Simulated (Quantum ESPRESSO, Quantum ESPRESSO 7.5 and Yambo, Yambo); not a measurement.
## WSe2 (P6_3/mmc): Bethe-Salpeter spectra with Yambo

Wanted: excitons and ε₂ of WSe2 (P6_3/mmc), with cost.

Main program and level: Quantum ESPRESSO 7.5 and Yambo 5.3.0; PBE and many-body steps on it, plane waves.

The database entry behind the starting cell differs from later determinations by our own check (a about 0.2 % long), so it need not match the best structure at ambient conditions.

**1. The structure**

The structure is hexagonal, space group P6_3/mmc (No. 194). The conventional cell has a = 3.290 Å, b = 3.290 Å, c = 12.970 Å, α = 90.00°, β = 90.00°, γ = 120.00°. W has 6 Se at 2.53 Å nearest. Nearest to Se lie 3 W at 2.53 Å. Farther neighbours and most contacts between anions are not listed.

The cell and positions come from the Crystallography Open Database and are kept as given unless a step says otherwise. Spin-orbit coupling is left out unless a step names it.

**2. Empty states on the mesh, 6×6×1 mesh, 241 bands**

This step: Quantum ESPRESSO 7.5; DFT, PBE, plane waves, norm-conserving pseudopotentials.

The sums over transitions need many empty states on a uniform mesh; this step solves for them.

The input, pw.in:

```
&control
  calculation = 'nscf'
  prefix = 'x'
  outdir = 'o'
  pseudo_dir = 'pseudo'
/
&system
  ibrav = 0
  nat = 6
  ntyp = 2
  ecutwfc = 104.0
  nbnd = 241
  force_symmorphic = .true.
/
&electrons
  conv_thr = 1e-9
  electron_maxstep = 80
  diago_full_acc = .true.
  diago_thr_init = 5e-6
/
ATOMIC_SPECIES
  W 183.84 W.upf
  Se 78.971 Se.upf
CELL_PARAMETERS angstrom
  3.2900000000 -0.0000000000 0.0000000000
  -1.6450000000 2.8492235785 0.0000000000
  0.0000000000 0.0000000000 12.9700000000
ATOMIC_POSITIONS crystal
  W 0.3333333333 0.6666666667 0.2500000000
  W 0.6666666667 0.3333333333 0.7500000000
  Se 0.3333333333 0.6666666667 0.6210000000
  Se 0.6666666667 0.3333333333 0.1210000000
  Se 0.3333333333 0.6666666667 0.8790000000
  Se 0.6666666667 0.3333333333 0.3790000000
K_POINTS automatic
  6 6 1 0 0 0
```

Launch:

```sh
OMP_NUM_THREADS=1 mpirun -n 8 pw.x -nk 4 -in pw.in > pw.out
```

Log:

```text
Program PWSCF v.7.5 starts

     This program is part of the open-source Quantum ESPRESSO suite
     for quantum simulation of materials; please cite
         "P. Giannozzi et al., J. Phys.:Condens. Matter 21 395502 (2009);
         "P. Giannozzi et al., J. Phys.:Condens. Matter 29 465901 (2017);
         "P. Giannozzi et al., J. Chem. Phys. 152 154105 (2020);
     in publications or presentations arising from this work. More details at

     Atomic positions and unit cell read from directory:
     o/x.save/

     Message from routine setup:
[...]
-133.7323-133.7323-133.7323-133.7323-133.6925-133.6925-133.6925-133.6925
[...]
21.0128  21.0197  21.3523  22.7939  23.5162  23.7699  24.7507  24.8814
     [... 19 further rows ...]
    76.6889  76.7694  77.5020  77.6131  77.8830  77.9195  78.5205  79.0227
    79.0794

          k = 0.0000-0.5774 0.0000 ( 14684 PWs)   bands (ev):

     [... further k-points ...]

     highest occupied, lowest unoccupied level (ev):    13.9730   14.9521

     XML data file, pseudopotentials, collected wavefunctions

=------------------------------------------------------------------------------=
   JOB DONE.
=------------------------------------------------------------------------------=
```

Wall time 64 s (8 MPI ranks of Arm Neoverse V1, shared host); peak memory 1.7 GiB; 8.6 min of CPU time.

Numbers from this step:

- gap: 0.9791 eV
- k of the valence top: 0, 0, 0
- k of the conduction bottom: 0.1667, 0.1667, 0
- least direct gap: 1.524 eV
- k points computed: 7
- lowest point of the top converged band, above the valence top: 63.0093 eV

On this mesh the gap is 0.979 eV.

The density comes from a self-consistent run that is not shown.

**3. Conversion and set-up**

This step: Yambo 5.3.0; conversion and set-up on PBE, plane waves, norm-conserving pseudopotentials.

The states are converted to the many-body program's format and the q mesh is built.

Launch:

```sh
(cd o/x.save; p2y > p2y.log; mv SAVE ../..); yambo > setup.log
```

Log:

```text
 Yambo, version 5.3.0

 [02] CORE Variables Setup
 =========================

  [02.01] Unit cells
  ==================

  Cell kind             :  HCP
  Atoms in the cell     :  W  Se
  number of W  atoms    :  2
  number of Se atoms    :   4

  List of atomic masses
  Mass of W     :  183.8400
  Mass of Se    :  78.97100

  List of atomic coordinates    : [cc]
  W1       : -0.31086E-09   3.5895       6.1274      order 1
  W2       :   3.10860   1.79475  18.38231  order 2
  Se1       : -0.31086E-09   3.5895       15.221      order 3
[...]
BZ  Q-points                                      :   36

 K/Q-points units:
 rlu = crystal or reduced units; cc = cartesian coordinates; iku = interal k-units

 Q [1]          [rlu]:  0.000000  0.000000  0.000000
 Q [2]          [rlu]: -0.12142E-17  0.16667       0.0000
 Q [3]          [rlu]: -0.24284E-17  0.33333       0.0000
 Q [4]          [rlu]:  0.36427E-17 -0.50000       0.0000
 Q [5]          [rlu]:  0.166667  0.166667  0.000000
 Q [6]          [rlu]:  0.166667  0.333333  0.000000
 Q [7]          [rlu]:  0.333333  0.333333  0.000000

  [03.01] X indexes
  =================

   [03.01.01] Sigma indexes
   ========================

 [06] Game Over & Game summary
```

Wall time 4.1 s (1 MPI rank); peak memory 0.26 GiB.

**4. Screening and self-energy, 6×6×1 mesh, 241 bands, screening to 149.7 eV**

G0W0 replaces the xc potential by the self-energy, built once from these orbitals. Only a window of levels is corrected, while the sums run over the empty bands that the input names.

This step: G0W0 on PBE, plane waves, norm-conserving pseudopotentials.

The input, gw1.in:

```
HF_and_locXC
gw0
dyson
ppa
em1d
rim_cut
RandQpts= 1000000
RandGvec= 1 RL
EXXRLvcs= 104 Ry
VXCRLvcs= 416 Ry
Chimod= "HARTREE"
% BndsRnXp
 1 | 241 |
%
NGsBlkXp= 11 Ry
% LongDrXp
 1 | 1 | 1 |
%
% GbndRnge
 1 | 241 |
%
DysSolver= "n"
ExtendOut
PPAPntXp= 27.21138 eV
% QPkrange
 1 | 1 | 61 | 64 |
 5 | 5 | 61 | 64 |
 7 | 7 | 61 | 64 |
%
```

Launch:

```sh
OMP_NUM_THREADS=2 mpirun -n 4 yambo -F gw1.in -J gw1 -C gw1 > gw1.log
```

Log:

```text
 Yambo, version 5.3.0

 [02] CORE Variables Setup
 =========================

  [... cell, symmetries and grids as in the set-up ...]

  [02.05] Energies & Occupations
  ==============================

  [X] === General ===
  [X] Electronic Temperature                        :  0.000000  0.000000 [eV K]
  [X] Bosonic    Temperature                        :  0.000000  0.000000 [eV K]
  [X] Finite Temperature mode                       : no
  [X] El. density                                   :  0.10199E+25 [cm-3]
[...]
QP @ state[ 2 ] b range                          :   61   64
   QP @ state[ 3 ] K range                          :   7   7
   QP @ state[ 3 ] b range                          :   61   64
   GF energies kind                                 : Perdew, Burke & Ernzerhof(X)+Perdew, Burke & Ernzerhof(C)
   GF WF`s kind                                     : Perdew, Burke & Ernzerhof(X)+Perdew, Burke & Ernzerhof(C)
   Xs energies kind                                 : Perdew, Burke & Ernzerhof(X)+Perdew, Burke & Ernzerhof(C)
   Xs WF`s kind                                     : Perdew, Burke & Ernzerhof(X)+Perdew, Burke & Ernzerhof(C)

 [11] Game Over & Game summary
```

The job ended after 12 min (4 MPI ranks; peak memory 6.4 GiB; 82 min of CPU time).

Numbers from this step:

| Property | Result |
| --- | --- |
| G0W0 gap on the points computed | 1.220 eV |
| starting gap on the mesh | 0.9791 eV |
| k of the valence top | 0, 0, 0 |
| k of the conduction bottom | 0.1667, 0.1667, 0 |
| least direct G0W0 gap on the computed points | 2.014 eV |

The gap on the mesh goes from 0.98 eV to 1.22 eV, a correction of +0.24 eV.

The gap opens by 0.241 eV; the next steps shift the empty bands rigidly by 0.490 eV, the correction at the start's least direct gap.

**5. Excitons**

Light makes an electron and a hole together. The Bethe-Salpeter equation adds their screened attraction and their exchange, in a window of bands around the gap.

This step: Bethe-Salpeter equation on PBE with a scissors shift, plane waves, norm-conserving pseudopotentials.

The input, bse3.in:

```
optics
bss
bse
em1s
dipoles
rim_cut
RandQpts= 1000000
RandGvec= 1 RL
Chimod= "HARTREE"
BSKmod= "SEX"
BSEmod= "resonant"
BSSmod= "d"
BSENGexx= 30 Ry
BSENGBlk= 6 Ry
% BSEQptR
 1 | 1 |
%
% BSEBands
 52 | 73 |
%
% BEnRange
 0 | 7 | eV
%
% BDmRange
 0.1 | 0.1 | eV
%
BEnSteps= 141
% BLongDir
 1 | 0 | 0 |
%
% BndsRnXs
 1 | 145 |
%
NGsBlkXs= 6 Ry
% LongDrXs
 1 | 1 | 1 |
%
% KfnQP_E
 0.49 | 1.0 | 1.0 |
%
WRbsWF
```

Launch:

```sh
OMP_NUM_THREADS=2 mpirun -n 4 yambo -F bse3.in -J bse3 -C bse3 > bse3.log
```

Log:

```text
 Yambo, version 5.3.0

 [02] CORE Variables Setup
 =========================

  [... cell, symmetries and grids as in the set-up ...]

  [02.05] Energies & Occupations
  ==============================

  [X] === General ===
  [X] Electronic Temperature                        :  0.000000  0.000000 [eV K]
  [X] Bosonic    Temperature                        :  0.000000  0.000000 [eV K]
  [X] Finite Temperature mode                       : no
  [X] El. density                                   :  0.10199E+25 [cm-3]
  [X] Fermi Level                                   :  13.97297 [eV]

  [X] === Gaps and Widths ===
  [X] Conduction Band Min                           :  0.979082 [eV]
  [X] Valence Band Max                              :  0.000000 [eV]
  [X] Filled Bands                                  :   62
  [X] Empty Bands                                   :   63  241
  [X] Direct Gap                                    :  1.523861 [eV]
  [X] Direct Gap localized at k                     :   7
  [X] Indirect Gap                                  :  0.979082 [eV]
  [X] Indirect Gap between kpts                     :   1   5
  [X] Last valence band width                       :  1.440995 [eV]
  [X] 1st conduction band width                     :  1.661850 [eV]

 [03] Transferred momenta grid and indexing
 ==========================================

 [BZ sampling] Q-grid is User defined and/or read from the database

 IBZ Q-points                                      :   7
 BZ  Q-points                                      :   36

 K/Q-points units:
 rlu = crystal or reduced units; cc = cartesian coordinates; iku = interal k-units

 Q [1]          [rlu]:  0.000000  0.000000  0.000000
 Q [2]          [rlu]: -0.12142E-17  0.16667       0.0000
 Q [3]          [rlu]: -0.24284E-17  0.33333       0.0000
 Q [4]          [rlu]:  0.36427E-17 -0.50000       0.0000
 Q [5]          [rlu]:  0.166667  0.166667  0.000000
 Q [6]          [rlu]:  0.166667  0.333333  0.000000
 Q [7]          [rlu]:  0.333333  0.333333  0.000000

  [03.01] X + BSE indexes
  =======================

   [03.01.01] Sigma indexes
   ========================

 [04] Coloumb potential Random Integration (RIM)
 ===============================================

  [04.01] RIM initialization
  ==========================

  * Diagonal components only detected *

  8 x (sBL volume)        :  0.067184 [a.u.]
  sBZ random points       :  1000000
  Points outside the sBZ  :   7993074
  RL volume               :  0.302330 [a.u.]
  Integrated volume       :  0.302592 [a.u.]

  [04.02] RIM integrals
  =====================

  Gamma point sphere radius             :  0.073741 [a.u.]
  Points outside the sphere             :   799513
  [Int_sBZ(q=0) 1/q^2]*(Vol_sBZ)^(-1/3) =:  7.609463
                                 should be <:  7.795600

  Summary of Coulomb integrals for non-metallic bands |Q|[au] RIM/Bare

  Q [1] 0.100000E-4 0.976123 * Q [2] 0.194493 0.983883
  Q [5] 0.336871 0.996983 * Q [3] 0.388985 0.998181
  Q [6] 0.514579 0.999436 * Q [4] 0.583478 1.000258
  Q [7] 0.673742 1.000027

 [05] External/Internal QP corrections
 =====================================

 [QP_apply] Action to be applied: USER defined scissor

  [05.01]  QP corrections report
  ==============================

  [K+QP] === General ===
  [K+QP] Electronic Temperature                     :  0.000000  0.000000 [eV K]
  [K+QP] Bosonic    Temperature                     :  0.000000  0.000000 [eV K]
  [K+QP] Finite Temperature mode                    : no
  [K+QP] El. density                                :  0.10199E+25 [cm-3]
  [K+QP] Fermi Level                                :  0.000000 [eV]

  [K+QP] === Gaps and Widths ===
  [K+QP] Conduction Band Min                        :  1.469082 [eV]
  [K+QP] Valence Band Max                           :  0.000000 [eV]
  [K+QP] Filled Bands                               :   62
  [K+QP] Empty Bands                                :   63  241
  [K+QP] Direct Gap                                 :  2.013861 [eV]
[...]
[K+QP] Last valence band width                    :  1.440995 [eV]
  [K+QP] 1st conduction band width                  :  1.661850 [eV]

  [coarse-grid] Minimum Bare Gap        [ev]:  0.979082
  [coarse-grid] Minimum Gap Correction  [ev]:  0.490000

  Eqp @ K [1]
  -208.2077 -208.2077 -208.2077 -208.2077 -147.7053 -147.7053 -147.7053 -147.7053
  -147.7053 -147.7053 -147.7053 -147.7053 -147.6655 -147.6655 -147.6654 -147.6654
  -74.34280 -74.34280 -47.90078 -47.90078 -47.90074 -47.90074 -47.90023 -47.90023
  -47.90019 -47.90019 -47.86715 -47.86715 -47.86687 -47.86687 -47.86598 -47.86598
  -47.86569 -47.86569 -47.85450 -47.85422 -47.85236 -47.85207 -38.58803 -38.58801
  -38.45188 -38.45188 -38.45188 -38.45188 -15.28439 -15.03353 -14.10751 -13.68746
[...]
[... 4 further rows ...]
[...]
Eqp @ K [2]
[...]
[... 4 further rows ...]
[...]
Eqp @ K [3]
[...]
[... 4 further rows ...]
[...]
Eqp @ K [4]
[...]
[... 4 further rows ...]
[...]
Eqp @ K [5]
[...]
[... 4 further rows ...]
[...]
Eqp @ K [6]
[...]
[... 4 further rows ...]
[...]
Eqp @ K [7]
[...]
6.28414   7.67258   9.95137   9.95137  10.64031  10.76038  10.76038  11.85200
     [... 4 further rows ...]
   27.03329  27.03329  27.48498  27.58590  27.58590  27.95691  27.95691  28.65037
   29.02890  29.18912  30.14588  30.14588  30.61451  30.61451  31.00753  32.41146

 [06] Dipoles
 ============

  [06.01] Setup: observables and procedures
  =========================================

  [WARNING] [x,Vnl] slows the Dipoles computation. To neglect it rename the ns.kb_pp file

  [WARNING] [r,Vnl^pseudo] included in position and velocity dipoles.

  [WARNING] In case H contains other non local terms, these are neglected

 [07] Static Dielectric Matrix
 =============================

 [WR./bse3//ndb.em1s]------------------------------------------------------------
  Brillouin Zone Q/K grids (IBZ/BZ)                :    7   36    7   36
  RL vectors                                       :  17593 [WF]
  Coulomb cutoff potential                         : none
  Electronic Temperature                           :  0.000000 [K]
  Bosonic    Temperature                           :  0.000000 [K]
  Static diel. fun.  energies                      : Perdew, Burke & Ernzerhof(X)+Perdew, Burke & Ernzerhof(C)
  wavefunctions                                    : Perdew, Burke & Ernzerhof(X)+Perdew, Burke & Ernzerhof(C)
  Global Gauge                                     : length
  X matrix size                                    :  229
  X band range                                     :    1  145
  X e/h energy range                               : -1.000000 -1.000000 [eV]
  X Time ordering                                  : T
  X Hxc Kernel                                     : HARTREE
  X Drude frequency                                :  0.000000  0.000000
  X poles                                          :  100.0000 [o/o]
  RL vectors in the sum                            :  17593
  [r,Vnl] included                                 : yes
  Field direction                                  :  0.577350E-5  0.577350E-5  0.577350E-5
  BZ energy Double Grid                            : no
  BZ energy DbGd points                            : 0
  BZ Q point size factor                           : -1.000000
  X Optical Averaged directions                    : none

 [08] Bethe Salpeter Equation driver
 ===================================

  [08.01] Bethe Salpeter Equation @q1
  ===================================

   [08.01.01] Transition pre-analysis @q1
   ======================================

   [08.01.02] Transition Groups build-up @q1
   =========================================

   [BSK] Transition groups (total):  14
   [BSK] Size (resonant):   4356
   [BSK]         (total):   4356
   [BSK] N. of matrices :  1

   [08.01.03] Loading Dipoles @q1
   ==============================

   [08.01.04] Independent Particles properties @q1
   ===============================================

   ==========================================================

   [BSE] Exchange components :  2323
   [BSE] Correlation components :   229  1119

    [08.01.05.01] Screened interaction header I/O
    =============================================

    [08.01.05.02] Main kernel loop
    ==============================

    [08.01.05.03] Wave-Function Phases
    ==================================

    [BSE] WF phases found       :  75.32468 [o/o]

   [08.01.06] BSE solver(s) @q1
   ============================

   [08.01.07] Diago Solver @q1
   ===========================

 [11] Game Over & Game summary
```

It took 8.3 min on 4 MPI ranks; peak memory 2.5 GiB; 47 min of CPU time.

Numbers from this step:

* transitions in the window: 4356
* direct gap of the transition levels: 2.014 eV
* lowest state: 1.851 eV
* first strong exciton (over a fiftieth of the strongest listed): 1.851 eV
* binding of the lowest state below the direct gap: 0.1629 eV
* Coulomb term of one mesh cell: 0.1874 eV

The binding is 0.87 times the screened Coulomb term of one mesh cell (0.19 eV), so it is not shown settled.

The lowest state lies at 1.851 eV, 0.163 eV under the direct gap.

Lines within 3 meV are set at the lowest of them, and the highest group, which the list may cut short, is left out. Exciton lines, with heights relative to the strongest:

```tsv
position (eV)	lines merged	strength, relative
1.851	4	100
2.114	4	35
2.401	3	43
2.410	2	0.1
2.419	2	0.0
2.428	1	0.0
2.442	1	0.0
2.445	2	0.0
2.453	3	44
```

The ε₂ has structure finer than the step of the table below, so its rows give means over 0.2 eV, whole bins alone (the curve runs from 0 to 7 eV). Peaks (eV: height): BSE 1.85: 17.1, 2.45: 16.3, 3.25: 24.7, 3.85: 33.4, 4.70: 17.6, 5.85: 16.4; no electron-hole interaction 2.00: 13.6, 2.60: 13.8, 3.45: 22.9, 4.05: 33.0, 4.85: 19.4, 6.05: 19.7.

Field along x; broadening 0.1 eV; transition window only. Limits: finite bands, cutoff and mesh; no spin-orbit coupling; coarse k mesh; exciton not shown settled in the k mesh. ε₂ against photon energy; means over each step:

```tsv
photon energy (eV)	BSE	no electron-hole interaction
0.2	0.244	0.199
0.4	0.289	0.232
0.6	0.349	0.274
0.8	0.436	0.332
1.0	0.572	0.416
1.2	0.814	0.549
1.4	1.35	0.790
1.6	3.25	1.35
1.8	12.4	3.50
2.0	9.93	11.3
2.2	8.31	10.9
2.4	13.7	8.64
2.6	13.6	12.2
2.8	11.1	12.1
3.0	15.8	8.94
3.2	21.0	11.4
3.4	21.2	19.6
3.6	21.4	17.0
3.8	30.1	15.4
4.0	20.5	27.4
4.2	11.0	18.7
4.4	15.2	10.3
4.6	17.1	14.6
4.8	14.5	18.5
5.0	7.71	15.9
5.2	8.44	9.86
5.4	10.2	9.72
5.6	13.9	10.9
5.8	14.8	13.9
6.0	11.5	17.4
6.2	8.07	14.1
6.4	5.12	10.5
6.6	4.75	7.29
6.8	4.26	5.99
```

(Continued in part 2 of 3.)

[Paths, hosts, dates, memory and timing lines, banners, echoed tables and standing remarks are left out of the program output.]

[Logs are printed without paths, hosts, clocks, repeated set-up lines and the standing remarks that a program may print on its own settings, such as how far it seeks lower states.]

[Runs of the session that timed out or met a known fault of the program may be left out.]

[Hosts, paths, dates, database ids (printed as entryN), source tags and the programs' standing remarks are cut or masked in the printed files.]
